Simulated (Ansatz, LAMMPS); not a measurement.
# Amorphous Ge (61 atoms) under strain: runs compared

Aim: relax amorphous Ge (61 atoms), then change its volume and shape to read moduli from the stress.

Computed with Ansatz 0.2.0: Kohn-Sham DFT, PBE, PAW (set soft_1), plane waves.

## 1. The cell as built

The cell holds 61 atoms: 61 Ge. Cell: a = 11.188 Å, b = 11.188 Å, c = 11.188 Å, α = 90.0°, β = 90.0°, γ = 90.0°. 61 atoms (61 Ge) placed at random at 5.25 g/cm³, melted at 3500 K for 10 ps at fixed volume with the Tersoff potential (Tersoff, Phys. Rev. B 39, 5566 (1989)). Quenched from 3500 K to 500 K at 3 K/ps and fixed volume, held 5 ps.

What the set-up can't give: The quench rate of 3 K/ps is orders of magnitude faster than experiment, which tends to freeze in extra defects. The starting topology of bonds comes from the classical model, and needn't be the one that DFT or experiment would give. The Brillouin zone is sampled at Γ only.

## 2. The reference run

The reference is a single point at the end of the relaxation.

Every strained cell starts from the geometry of this run, and its atoms are relaxed with the cell held.

Its input, with most atom lines left out:

```yaml
crystal:
  lattice:
    - [11.12072, -0.17898, -0.02528]
    - [-0.17898, 10.71624, 0.13103]
    - [-0.02528, 0.13103, 12.43252]
  atoms:
    - { symbol: Ge, position: [0.51406, 0.3192, 0.9403] }
    - { symbol: Ge, position: [0.36103, 0.57388, 0.69975] }
    - { symbol: Ge, position: [0.1248, 0.29708, 0.68592] }
    - { symbol: Ge, position: [0.31573, 0.43248, 0.38893] }
    - { symbol: Ge, position: [0.95982, 0.75478, 0.14113] }
    - { symbol: Ge, position: [0.91512, 0.08042, 0.88593] }
    - { symbol: Ge, position: [0.06312, 0.98125, 0.52984] }
    [... atom lines 8 to 61 left out ...]
kpoints:
  mp_grid: { grid: [1, 1, 1] }
hamiltonian:
  xc: pbe
  pseudopotentials: { kind: paw, azcp: { folder: soft_1 } }
scf:
  occupations: { method: gaussian, width: 0.025 }
output:
  forces: true
  stress: true
  populations: true
  dos:
    method: { smearing: { sigma: 0.08 } }
    de: 0.1
    projected: { site_lists: { Ge: [Ge] } }
  eigenvalues: true
  write_density: true
  write_potential: true
  volumetric_format: npy
  elf: true
```

```
free energy per atom   : -4294.8129 eV/atom
r.m.s. force component : 0.00827 eV/Å
pressure               : 0.005053 GPa
```

Filled and empty levels are parted by 0.483 eV (at Γ alone); a semilocal functional tends to put such gaps too low. In a disordered cell it changes from sample to sample, and tail or defect levels can set it.

## 3. The runs

Each row is one run, on 4 threads of AMD EPYC 7B13 (Zen 3), shared host. The free energy is the program's total, comparable only between runs with the same functional, potentials and atoms.

| run | atoms | outcome | ionic steps, all passes | free energy (eV) | time | host memory (GiB) |
| --- | --- | --- | --- | --- | --- | --- |
| Single point at the start | 61 | converged | - | -261977.039 | 20 s | 2.1 |
| Cell and atoms relaxed | 61 | converged | 31 | -261983.586 | 8.5 min | 2.2 |
| Single point at the relaxed geometry | 61 | converged | - | -261983.586 | 32 s | 2.2 |
| Volume -3 % | 61 | converged | 2 | -261983.370 | 41 s | 2.2 |
| Volume +3 % | 61 | converged | 3 | -261983.398 | 61 s | 2.3 |
| Volume -6 % | 61 | converged | 4 | -261982.698 | 72 s | 2.2 |
| Volume +6 % | 61 | converged | 3 | -261982.868 | 67 s | 2.3 |
| Volume -10 % | 61 | converged | 11 | -261981.149 | 3.1 min | 2.0 |
| Stretched by 1 % along x | 61 | converged | 2 | -261983.553 | 43 s | 2.3 |
| Compressed by 1 % along x | 61 | converged | 2 | -261983.553 | 44 s | 2.2 |

In some runs the program notes that the SCF threshold is loose for the stress.

## 4. Pressure against volume

Atoms are relaxed at each volume, in the scaled cell.

| volume change (%) | volume (Å³/atom) | energy change (meV/atom) | pressure (GPa) | largest move on relaxing (Å) | bonds | gap (eV) |
| --- | --- | --- | --- | --- | --- | --- |
| -10 | 21.851 | 39.95 | 5.41 | 1.14 | 124 | 0.490 |
| -6 | 22.822 | 14.55 | 3.36 | 0.15 | 124 | 0.513 |
| -3 | 23.551 | 3.54 | 1.61 | 0.04 | 123 | 0.500 |
| +0 | 24.279 | 0.00 | 0.01 | - | 123 | 0.483 |
| +3 | 25.007 | 3.08 | -1.33 | 0.06 | 123 | 0.474 |
| +6 | 25.736 | 11.77 | -2.47 | 0.11 | 123 | 0.460 |

## 5. Uniaxial strain and shear

Stress (GPa, compression positive) less that of the relaxed cell, atoms relaxed:

| strain | xx | yy | zz | xy | energy change (meV/atom) |
| --- | --- | --- | --- | --- | --- |
| stretched by 1 % along x | -0.697 | -0.292 | -0.369 | -0.028 | 0.54 |
| compressed by 1 % along x | 0.745 | 0.304 | 0.374 | 0.036 | 0.54 |

## 6. Outcome

The bulk modulus, from the slope of pressure against ln V over the three points nearest the relaxed volume, is 49.1 GPa; between neighbouring points the slope runs 47, 56, 53, 45 and 39 GPa from the smallest volume up, without a steady fall, so no pressure derivative is given. The count of bonds runs from 123 to 124 over the series, so at some points contacts cross the cutoffs. At -10 % some atom moved by over 0.5 Å on relaxing, so that point may sit in another local minimum. The gap goes from 0.490 eV at the smallest volume to 0.460 eV at the largest, not monotonically (lowest 0.460, highest 0.513 eV), on the run's k-points. In the Cartesian axes of the cell, finite differences give C11 = 72.1, C12 = 29.8 and C13 = 37.1 GPa. The mean of C11, C12 and C13, which equals the bulk modulus in a cubic or isotropic solid, is 46.3 GPa: it agrees with the bulk modulus within 10 %.

**Limits.** Strains are finite and relaxations stop at the force tolerance of the input, which can leave moduli too stiff; they are those of a static cell at zero temperature. Volumes are changed with the cell's shape held, so in an anisotropic solid the modulus lies over the one under free hydrostatic load. The program notes that the SCF threshold of the relaxations is loose for the stress. The cell edges changed by -1, -4 and +11 % with the Γ point alone; in so small a cell a change of shape can follow the discrete levels, so shape, energy gain and any gap at the end may be artefacts of the sampling.

The DFT runs together took 18 min of wall time.

[Logs are printed without paths, hosts, clocks, repeated set-up lines and the standing remarks that a program may print on its own settings, such as how far it seeks lower states.]

[Hosts, paths, dates, database ids (printed as entryN), source tags and the programs' standing remarks are cut or masked in the printed files.]
